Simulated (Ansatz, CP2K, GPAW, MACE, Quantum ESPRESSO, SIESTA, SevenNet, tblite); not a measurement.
**A faulty CP2K run on random packing of Nb14Si86 (at. %) (102 atoms)**

Program: CP2K 2026.2, a calculation on a cell of 14 Nb and 88 Si, 19.3 Å³ an atom.

input.inp reads:

```
&GLOBAL
  PROJECT cell
  RUN_TYPE ENERGY_FORCE
  PRINT_LEVEL LOW
&END GLOBAL
&FORCE_EVAL
  METHOD QS
  STRESS_TENSOR ANALYTICAL
  &DFT
    BASIS_SET_FILE_NAME BASIS_MOLOPT_UZH
    POTENTIAL_FILE_NAME POTENTIAL_UZH
    &MGRID
      CUTOFF 600
      REL_CUTOFF 50
      NGRIDS 5
    &END MGRID
    &QS
      EPS_DEFAULT 1.0E-12
    &END QS
    &SCF
      SCF_GUESS ATOMIC
      EPS_SFC 1.0E-06
      MAX_SCF 60
      ADDED_MOS 52
      &DIAGONALIZATION
        ALGORITHM STANDARD
      &END DIAGONALIZATION
      &SMEAR ON
        METHOD FERMI_DIRAC
        ELECTRONIC_TEMPERATURE [K] 580
      &END SMEAR
      &MIXING
        METHOD BROYDEN_MIXING
        ALPHA 0.15
        NBROYDEN 8
      &END MIXING
      &PRINT
        &RESTART OFF
        &END RESTART
      &END PRINT
    &END SCF
    &XC
      &XC_FUNCTIONAL PBE
      &END XC_FUNCTIONAL
    &END XC
    &PRINT
      &MULLIKEN ON
      &END MULLIKEN
      &HIRSHFELD ON
        SHAPE_FUNCTION DENSITY
      &END HIRSHFELD
      &MO ON
        EIGENVALUES T
        OCCUPATION_NUMBERS T
        MO_INDEX_RANGE 256 279
        &EACH
          QS_SCF 0
        &END EACH
        ADD_LAST NUMERIC
      &END MO
    &END PRINT
  &END DFT
  &SUBSYS
    &CELL
      A 12.54330 0.00000 0.00000
      B 0.00000 12.54330 0.00000
      C 0.00000 0.00000 12.54330
    &END CELL
    &COORD
      SCALED
      Nb 0.84895 0.37122 0.19715
      Nb 0.23403 0.28412 0.12814
      Nb 0.78500 0.58693 0.73828
      Nb 0.81591 0.42663 0.90169
      Nb 0.08635 0.12444 0.73193
      Nb 0.37334 0.82382 0.56266
      Nb 0.21620 0.95631 0.62198
      Nb 0.52201 0.68192 0.44088
      Nb 0.80440 0.73522 0.95961
      Nb 0.10388 0.62329 0.42946
[... 88 atom lines left out ...]
      Si 0.81852 0.21227 0.07241
      Si 0.38737 0.46076 0.95322
      Si 0.87420 0.79582 0.29524
      Si 0.10465 0.81213 0.86786
    &END COORD
    &KIND Nb
      BASIS_SET DZVP-MOLOPT-PBE-GTH-q13
      POTENTIAL GTH-PBE-q13
    &END KIND
    &KIND Si
      BASIS_SET DZVP-MOLOPT-PBE-GTH-q4
      POTENTIAL GTH-PBE-q4
    &END KIND
  &END SUBSYS
  &PRINT
    &FORCES ON
    &END FORCES
    &STRESS_TENSOR ON
    &END STRESS_TENSOR
  &END PRINT
&END FORCE_EVAL
```

The run is started by

```bash
$ OMP_NUM_THREADS=2 cp2k.psmp -i input.inp > output.txt
```

Log:

```text
Possible matches for unknown keyword
 EPS_SFC
   keyword EPS_SCF in section %__ROOT__%FORCE_EVAL%DFT%SCF score:  108
   keyword EPS_SCF in section %__ROOT__%FORCE_EVAL%DFT%XAS%SCF score:  108
   keyword EPS_LUMO in section %__ROOT__%FORCE_EVAL%DFT%SCF score:  106
   keyword EPS_DIIS in section %__ROOT__%FORCE_EVAL%DFT%SCF score:  106
   keyword EPS_LUMO in section %__ROOT__%FORCE_EVAL%DFT%XAS%SCF score:  106
 *   ___                                                                       *
 *  /   \                                                                      *
 * [ABORT]                                                                     *
 *  \___/             found an unknown keyword EPS_SFC in section SCF          *
 *    |                                                                        *
 *  O/|                                                                        *
 * /| |                                                                        *
```

Elapsed: 0.77 s, on 2 threads of Arm Neoverse V2, shared host; peak memory 0.14 GiB; 0.77 s of CPU time.

Banners, paths, timers and routine set-up lines are dropped from the logs unmarked, and long logs keep their key lines alone; longer cuts are marked.

Q: Find the fault and mend it.

A misspelt keyword: EPS_SCF written as EPS_SFC. Mend: write EPS_SCF in place of EPS_SFC.

The program stopped at the start.

[Also dropped from logs without a mark: logging warnings of Python, and SIESTA's first energy breakdown and zero terms.]

[Logs are printed without paths, hosts, clocks, repeated set-up lines and the standing remarks that a program may print on its own settings, such as how far it seeks lower states.]

[Hosts, paths, dates, database ids (printed as entryN), source tags and the programs' standing remarks are cut or masked in the printed files.]
